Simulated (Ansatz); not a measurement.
# Convergence of a linear-scaling basis for graphene zigzag nanoribbon, H-capped, B on C sites (78 atoms), part 2 of 3

Wanted: errors and times of a linear-scaling basis for graphene zigzag nanoribbon, H-capped, B on C sites (78 atoms). A setting counts as converged where the r.m.s. difference of forces stays under 1 % of the r.m.s. force.

Ansatz 0.2.0; Kohn-Sham DFT, PBE+D3(BJ), PAW (set soft_2), plane waves.

The cell: 64 C, 8 B and 6 H. Beside vacuum, support functions can miss their usual error bounds without a warning. The main run has no spin polarisation.

So far. Step 3 (Support functions low): Forces differ from the reference by 2.1 meV/Å r.m.s., 0.12 % of their size, well within a tolerance of 1 %; the energy by -3.5 meV/atom. It took 3.3 min and 25 cycles; the reference's time can't be set against it, since the two runs asked for unlike analyses. Step 4 (Support functions medium): Forces differ from the reference by 2.1 meV/Å r.m.s., 0.12 % of their size, well within a tolerance of 1 %; the energy by -3.5 meV/atom.

### 5. Support functions medium, spacing 0.411 Å

Level of this step: Kohn-Sham DFT, PBE+D3(BJ), PAW (set soft_2), localised support functions (medium) (Ansatz).

The grid spacing sets how fine a wave the support functions can hold.

input.yaml reads:

```yaml
crystal:
  lattice:
    - [7.38, 0.0, 0.0]
    - [0.0, 36.32479, 0.0]
    - [0.0, 0.0, 10.0]
  atoms:
    [... the 78 atom lines of step 2 ...]
kpoints:
  mp_grid: { grid: [2, 1, 1] }
hamiltonian:
  xc: pbe
  dispersion: d3bj
scf:
  occupations: { method: gaussian, width: 0.05 }
  eigensolver: { kind: { support_functions: { accuracy: medium, spacing: 0.411 } } }
  mixing: { beta: 0.2 }
  max_iter: 150
output:
  forces: true
  eigenvalues: true
```

The run is started by

```bash
> ansatz run input.yaml --threads 4 --pin off --max-ram 8192MiB --backend cpu --events-out ev --progress --plain --runs-dir out
```

Numbers of over 12 decimals in the logs are rounded to 6 here.

The log of the run:

```text
[...]
Crystal: 78 atoms, lattice volume = 2680.770 Å³
Basis set: ecut = 420 eV, 52449 PW (Γ), exchange–correlation on 100×486×144 points (8 copies of the dense FFT grid, shifted against one another)
Bands: 172, of which v1, the nominal top of the filled ones, is band 143 counted from 1 (142 counted from 0)
Symmetry: 1 space group operations
k-points: 2
[...]
SCF iter   1: F=—  HF=-17386.780009 eV  |F-HF|=—  |Δ(HF+E_count)|=         —  Δρ=5.71e-2  dr2=1.01e2  ethr=1.00e-1
[...]
SCF iter  30: F=-17363.620465 eV  HF=-17363.620465 eV  |F-HF|=7.44e-8  |Δ(HF+E_count)|=   8.52e-8  Δρ=1.26e-6  dr2=1.21e-7  ethr=8.70e-10
SCF 1 converged in 30 iterations: F = -17363.620935 eV  dr2 = 1.21e-7
[...]
SCF converged after 30 iterations
[...]
Free energy (F): -17363.620935 eV
[...]
Internal energy: -17363.578764 eV  (E = F + TS)
E sigma→0 (E₀):  -17363.599849 eV
Entropy (-TS):   -0.042171 eV (-0.541 meV/atom)
Fermi energy:    -2.469261 eV
[...]
--- Forces (eV/Å), atoms counted from 1 ---
  atom   1  C      0.36034079    -2.43921878    -0.14610461
  atom   2  C     -0.06234625     0.98181285     0.40101920
  atom   3  C     -0.95901076     1.96788403     0.62640358
  atom   4  C      1.38708439     1.52335077    -0.36059186
  atom   5  C      0.83599785    -2.15487392     0.48771015
  atom   6  C     -4.42120948    -4.60798175    -0.51590139
  atom   7  C      0.63668731     2.42590040    -0.36469161
  atom   8  C     -0.48471709    -2.18062518    -0.06663197
  atom   9  C      2.59737780     1.15198897    -0.41712075
  atom  10  C      0.01007661     2.38054628     0.59994677
  atom  11  C     -0.39567245     0.47081733    -0.22752112
  atom  12  C      1.75160977    -2.40174490     0.12412573
  atom  13  C     -1.25781336     3.23039652    -0.12132764
  atom  14  B     -0.44770853    -0.23363634    -0.00858375
[...]
atom  77  H      0.28171137     0.27361799     0.04763177
  atom  78  H      0.16297131    -0.87860182     0.10472992
  max |Σ_I F_I| component: 4.46e0 eV/Å
--- Band table (eV) ---
[...]
```

Wall time 95 s (4 threads of Arm Neoverse V2, shared host); peak memory 2.1 GiB; 6.1 min of CPU time.

The program notes that the forces don't sum to zero within tolerance and the grid leaves an egg-box force.

Forces differ from the reference by 737 meV/Å r.m.s., 43 % of their size, far over a tolerance of 1 %; the energy by +348 meV/atom. The setting is coarser than the default on purpose.

### 6. Support functions medium, spacing 0.343 Å

The grid spacing sets how fine a wave the support functions can hold.

input.yaml, the sections that differ from step 5:

```yaml
scf:
  occupations: { method: gaussian, width: 0.05 }
  eigensolver: { kind: { support_functions: { accuracy: medium, spacing: 0.343 } } }
  mixing: { beta: 0.2 }
  max_iter: 150
# crystal, kpoints, hamiltonian, output: as in step 5
```

The log of the run:

```text
[...]
Crystal: 78 atoms, lattice volume = 2680.770 Å³
Basis set: ecut = 420 eV, 52449 PW (Γ), exchange–correlation on 100×486×144 points (8 copies of the dense FFT grid, shifted against one another)
Bands: 172, of which v1, the nominal top of the filled ones, is band 143 counted from 1 (142 counted from 0)
Symmetry: 1 space group operations
k-points: 2
[...]
SCF iter   1: F=—  HF=-17419.928972 eV  |F-HF|=—  |Δ(HF+E_count)|=         —  Δρ=5.65e-2  dr2=1.07e2  ethr=1.00e-1
[...]
SCF iter  27: F=-17389.585482 eV  HF=-17389.585483 eV  |F-HF|=8.56e-7  |Δ(HF+E_count)|=   1.92e-5  Δρ=2.55e-6  dr2=9.57e-7  ethr=9.96e-10
SCF 1 converged in 27 iterations: F = -17389.585972 eV  dr2 = 9.57e-7
[...]
SCF converged after 27 iterations
[...]
Free energy (F): -17389.585972 eV
[...]
Internal energy: -17389.543649 eV  (E = F + TS)
E sigma→0 (E₀):  -17389.564810 eV
Entropy (-TS):   -0.042323 eV (-0.543 meV/atom)
Fermi energy:    -2.510224 eV
[...]
--- Forces (eV/Å), atoms counted from 1 ---
  atom   1  C      0.95523261    -1.27024144    -0.18605822
  atom   2  C      0.63355911     0.04240950     0.43338877
  atom   3  C     -1.65966765     1.47584805     0.69245903
  atom   4  C      1.83997823     0.93267719    -0.40138401
  atom   5  C      1.26767608    -2.76468463     0.55155764
  atom   6  C     -5.97826996    -3.31227055    -0.63606850
  atom   7  C      0.82735907     2.62969754    -0.34675350
  atom   8  C      0.48273788    -2.26387222    -0.04321319
  atom   9  C      2.83671730     1.64490626    -0.41837723
  atom  10  C     -0.23492610     0.98114970     0.69761408
  atom  11  C     -1.04984822    -1.52220599    -0.25306941
  atom  12  C      2.54650744    -1.82800414     0.17033121
  atom  13  C     -0.03655686     2.91013768    -0.11083811
  atom  14  B     -0.55122299     0.23796837    -0.01558880
[...]
atom  77  H      0.32884203     0.43765669     0.03938339
  atom  78  H      0.13828068    -0.85518419     0.10009401
  max |Σ_I F_I| component: 2.34e-1 eV/Å
--- Band table (eV) ---
[...]
```

Wall time 99 s (4 threads); peak memory 2.1 GiB; 6.4 min of CPU time.

Forces differ from the reference by 50 meV/Å r.m.s., 2.9 % of their size, over a tolerance of 1 %; the energy by +15 meV/atom. The setting is coarser than the default on purpose.

### 7. Support functions medium, spacing 0.297 Å

The grid spacing sets how fine a wave the support functions can hold.

input.yaml, the sections that differ from step 6:

```yaml
scf:
  occupations: { method: gaussian, width: 0.05 }
  eigensolver: { kind: { support_functions: { accuracy: medium, spacing: 0.297 } } }
  mixing: { beta: 0.2 }
  max_iter: 150
# crystal, kpoints, hamiltonian, output: as in step 6
```

The log of the run:

```text
[...]
Crystal: 78 atoms, lattice volume = 2680.770 Å³
Basis set: ecut = 420 eV, 52449 PW (Γ), exchange–correlation on 100×486×144 points (8 copies of the dense FFT grid, shifted against one another)
Bands: 172, of which v1, the nominal top of the filled ones, is band 143 counted from 1 (142 counted from 0)
Symmetry: 1 space group operations
k-points: 2
[...]
SCF iter   1: F=—  HF=-17422.228042 eV  |F-HF|=—  |Δ(HF+E_count)|=         —  Δρ=5.72e-2  dr2=1.10e2  ethr=1.00e-1
[...]
SCF iter  26: F=-17390.945501 eV  HF=-17390.945502 eV  |F-HF|=6.97e-7  |Δ(HF+E_count)|=   1.53e-5  Δρ=5.06e-6  dr2=1.05e-6  ethr=9.21e-9
SCF 1 converged in 26 iterations: F = -17390.945916 eV  dr2 = 1.05e-6
[...]
SCF converged after 26 iterations
[...]
Free energy (F): -17390.945916 eV
[...]
Internal energy: -17390.903508 eV  (E = F + TS)
E sigma→0 (E₀):  -17390.924712 eV
Entropy (-TS):   -0.042408 eV (-0.544 meV/atom)
Fermi energy:    -2.510538 eV
[...]
--- Forces (eV/Å), atoms counted from 1 ---
  atom   1  C      0.96709128    -1.31219082    -0.22963379
  atom   2  C      0.64270527    -0.01167266     0.46238906
  atom   3  C     -1.66639076     1.52151692     0.73344416
  atom   4  C      1.85779186     0.93440528    -0.44619847
  atom   5  C      1.28238189    -2.68399543     0.59778753
  atom   6  C     -6.02757888    -3.34981897    -0.69167740
  atom   7  C      0.82482205     2.67484618    -0.32656699
  atom   8  C      0.49207842    -2.40450125    -0.01246986
  atom   9  C      2.86245801     1.66460165    -0.39891260
  atom  10  C     -0.24146073     0.92579185     0.76538611
  atom  11  C     -1.05766570    -1.42717819    -0.27490478
  atom  12  C      2.56488153    -1.82721047     0.20303955
  atom  13  C     -0.02367429     2.95030201    -0.10361109
  atom  14  B     -0.55484573     0.14629229    -0.01858950
[...]
atom  77  H      0.34178502     0.42637467     0.03573392
  atom  78  H      0.13152259    -0.93805904     0.09938392
  max |Σ_I F_I| component: 6.81e-2 eV/Å
--- Band table (eV) ---
[...]
```

Wall time 2.5 min (4 threads); peak memory 2.8 GiB; 9.7 min of CPU time.

Forces differ from the reference by 6.7 meV/Å r.m.s., 0.38 % of their size, within a tolerance of 1 %; the energy by -2.7 meV/atom. It took 2.5 min and 26 cycles; the reference's time can't be set against it, since the two runs asked for unlike analyses. The setting is coarser than the default on purpose.

### 8. Support functions medium, spacing 0.263 Å

The grid spacing sets how fine a wave the support functions can hold.

input.yaml, the sections that differ from step 7:

```yaml
scf:
  occupations: { method: gaussian, width: 0.05 }
  eigensolver: { kind: { support_functions: { accuracy: medium, spacing: 0.263 } } }
  mixing: { beta: 0.2 }
  max_iter: 150
# crystal, kpoints, hamiltonian, output: as in step 7
```

The log of the run:

```text
[...]
Crystal: 78 atoms, lattice volume = 2680.770 Å³
Basis set: ecut = 420 eV, 52449 PW (Γ), exchange–correlation on 100×486×144 points (8 copies of the dense FFT grid, shifted against one another)
Bands: 172, of which v1, the nominal top of the filled ones, is band 143 counted from 1 (142 counted from 0)
Symmetry: 1 space group operations
k-points: 2
[...]
SCF iter   1: F=—  HF=-17422.437908 eV  |F-HF|=—  |Δ(HF+E_count)|=         —  Δρ=5.72e-2  dr2=1.10e2  ethr=1.00e-1
[...]
SCF iter  25: F=—  HF=-17390.988493 eV  |F-HF|=—  |Δ(HF+E_count)|=   1.52e-5  Δρ=1.24e-5  dr2=2.07e-5  ethr=9.02e-9  κ⁻¹=2.5e-6(r=7)
SCF iter  26: F=-17390.988505 eV  HF=-17390.988506 eV  |F-HF|=6.15e-7  |Δ(HF+E_count)|=   1.24e-5  Δρ=4.96e-6  dr2=1.01e-6  ethr=7.23e-9
SCF 1 converged in 26 iterations: F = -17390.988870 eV  dr2 = 1.01e-6
[...]
SCF converged after 26 iterations
[...]
Free energy (F): -17390.988870 eV
[...]
Internal energy: -17390.946478 eV  (E = F + TS)
E sigma→0 (E₀):  -17390.967674 eV
Entropy (-TS):   -0.042392 eV (-0.543 meV/atom)
Fermi energy:    -2.511200 eV
[...]
Σ components = -17390.988870   (vs F -17390.988870, Δ=0.00e0)
--- Forces (eV/Å), atoms counted from 1 ---
  atom   1  C      0.96858797    -1.30871299    -0.23029596
  atom   2  C      0.64306074    -0.00171202     0.46233446
  atom   3  C     -1.66789908     1.52446880     0.73426311
  atom   4  C      1.86008233     0.93536359    -0.44674814
[...]
atom  78  H      0.13162070    -0.93331897     0.09812490
  max |Σ_I F_I| component: 4.41e-2 eV/Å
--- Band table (eV) ---
[...]
```

Wall time 3.1 min (4 threads); peak memory 3.2 GiB.

Keys that differ from the reference: support_functions.accuracy = "medium", support_functions.spacing = 0.263, scf.max_iter = 150 and scf.mixing.beta = 0.2.

Forces differ from the reference by 5.2 meV/Å r.m.s., 0.30 % of their size, within a tolerance of 1 %; the energy by -3.3 meV/atom. It took 3.1 min and 26 cycles; the reference's time can't be set against it, since the two runs asked for unlike analyses.

### 9. All settings compared

Differences are against the plane-wave reference (Kohn-Sham DFT, PBE+D3(BJ), PAW (set soft_2), plane waves), whose r.m.s. force component is 1.73 eV/Å. Energies are set beside the reference only for runs with its functional, potentials and electron count. Times are for 4 threads of Arm Neoverse V2, shared host. The reference's time includes the DOS, ELF and grids, which some other runs skip.

| run | Δ force, r.m.s. (meV/Å) | share of r.m.s. force (%) | Δ energy (meV/atom) | cycles | time | host memory (GiB) |
| --- | --- | --- | --- | --- | --- | --- |
| reference | - | - | - | 19 | 91 s | 5.9 |
| support functions low | 2.08 | 0.12 | -3.49 | 25 | 3.3 min | 3.5 |
| support functions medium | 2.08 | 0.120 | -3.49 | 26 | 3.3 min | 3.7 |
| support functions medium, spacing 0.411 Å | 737 | 42.6 | 348 | 30 | 95 s | 2.1 |
| support functions medium, spacing 0.343 Å | 49.7 | 2.87 | 14.7 | 27 | 99 s | 2.1 |
| support functions medium, spacing 0.297 Å | 6.66 | 0.385 | -2.75 | 26 | 2.5 min | 2.8 |
| support functions medium, spacing 0.263 Å | 5.22 | 0.302 | -3.30 | 26 | 3.1 min | 3.2 |

### 10. What the reference run shows

The comparisons rest on this run, so its electronic structure is set out here.

Length of the force by element:

| element | coordination | atoms | mean length of the force (eV/Å) | spread | least | most |
| --- | --- | --- | --- | --- | --- | --- |
| B | all | 8 | 2.13 | 1.57 | 0.575 | 5.36 |
| C | all | 64 | 2.77 | 1.53 | 0.328 | 6.95 |
| H | all | 6 | 0.738 | 0.469 | 0.173 | 1.65 |

Intrinsic-atomic-orbital charges by element:

| element | coordination | atoms | mean charge (e) | spread | least | most |
| --- | --- | --- | --- | --- | --- | --- |
| B | all | 8 | 0.0389 | 0.0284 | -0.0183 | 0.0668 |
| C | all | 64 | -0.0218 | 0.0685 | -0.190 | 0.0637 |
| H | all | 6 | 0.180 | 0.0162 | 0.153 | 0.206 |

By region:

| region | atoms | mean length of the force (eV/Å) | net charge (e) |
| --- | --- | --- | --- |
| sheet | 72 | 2.70 | -1.08 |
| hydrogen | 6 | 0.738 | 1.08 |

Density of states as counts of states in windows of 1 eV (from the Fermi level), total and the larger projections:

| from (eV) | to (eV) | total | sheet | C p | B p | C s |
| --- | --- | --- | --- | --- | --- | --- |
| -18 | -17 | 8.4 | 8.2 | 1.1 | 0.2 | 6.8 |
| -17 | -16 | 9.2 | 9.0 | 2.0 | 0.3 | 6.5 |
| -16 | -15 | 12.3 | 12.0 | 3.8 | 0.4 | 7.6 |
| -15 | -14 | 8.6 | 8.4 | 3.1 | 0.2 | 4.9 |
| -14 | -13 | 12.8 | 12.5 | 5.1 | 0.5 | 6.7 |
| -13 | -12 | 11.6 | 11.3 | 5.1 | 0.4 | 5.4 |
| -12 | -11 | 10.5 | 10.1 | 5.3 | 0.5 | 4.1 |
| -11 | -10 | 11.0 | 10.6 | 6.3 | 0.5 | 3.5 |
| -10 | -9 | 13.2 | 12.9 | 8.2 | 0.6 | 3.7 |
| -9 | -8 | 13.6 | 13.0 | 9.6 | 0.6 | 2.5 |
| -8 | -7 | 11.1 | 10.6 | 7.9 | 0.5 | 1.7 |
| -7 | -6 | 20.1 | 19.1 | 15.9 | 0.7 | 2.1 |
| -6 | -5 | 28.4 | 27.2 | 24.1 | 1.1 | 1.4 |
| -5 | -4 | 27.4 | 26.6 | 24.1 | 1.2 | 0.8 |
| -4 | -3 | 28.7 | 28.0 | 24.7 | 2.4 | 0.7 |
| -3 | -2 | 19.0 | 18.8 | 15.6 | 2.6 | 0.5 |
| -2 | -1 | 20.8 | 20.6 | 17.8 | 2.4 | 0.3 |
| -1 | 0 | 18.1 | 18.0 | 14.9 | 3.0 | 0.1 |
| 0 | 1 | 7.1 | 7.1 | 5.9 | 1.1 | 0.0 |
| 1 | 2 | 3.7 | 3.6 | 3.4 | 0.3 | 0.0 |
| 2 | 3 | 3.7 | 3.6 | 3.3 | 0.3 | 0.0 |
| 3 | 4 | 13.7 | 12.1 | 11.5 | 0.6 | 0.0 |
| 4 | 5 | 20.6 | 11.8 | 10.1 | 1.3 | 0.2 |

The levels nearest the highest filled one (over half full), pooled over k-points and spins:

| level less the highest filled one (eV) | occupation |
| --- | --- |
| -0.368 | 2 |
| -0.301 | 2 |
| -0.0397 | 1.78 |
| -0.0291 | 1.64 |
| -0.0201 | 1.49 |
| 0 | 1.07 |
| 0.0849 | 0.021 |
| 0.146 | 0 |
| 0.386 | 0 |
| 0.513 | 0 |
| 0.901 | 0 |
| 0.997 | 0 |

ELF in the ab plane at fractional z = 0.494, with atoms of C and B and H within 0.2 Å of it. It is the smooth field of the valence electrons, not physical close to the nuclei.

Ten even steps from '0' (0.00 × 1e-1) to '9' (8.88 × 1e-1), each cell a mean:
```
000000000000000000000
000000000000000000000
015763002787400278861
158888316988832698983
576347658635764773477
477358647735865773586
357667435756743675674
576347657534766762477
377468537746853774685
368667536857843686675
575246657534665653366
477468536856853685674
378568537856853784685
575346667534765763477
357667436767743685675
477358647745864774586
576357657744775763477
257666435756743475664
577348758734875773477
577358658735865873586
159998215999821599983
014652001465300146630
000000000000000000000
000000000000000000000
```
Columns run along a (7.4 Å), rows up along b (36.3 Å). Atoms in or near the plane, at fractional coordinates: C at (0.00, 0.19), C at (0.16, 0.17), C at (0.17, 0.25), C at (0.00, 0.23), C at (0.00, 0.31), C at (0.17, 0.29), C at (0.17, 0.36), C at (0.00, 0.34), C at (0.00, 0.42), C at (0.17, 0.40), C at (0.17, 0.48), C at (0.00, 0.46), C at (0.00, 0.54), B at (0.17, 0.52) and more.

(Part 2 of 3 ends here.)

[Logs are printed without paths, hosts, clocks, repeated set-up lines and the standing remarks that a program may print on its own settings, such as how far it seeks lower states.]

[Hosts, paths, dates, database ids (printed as entryN), source tags and the programs' standing remarks are cut or masked in the printed files.]
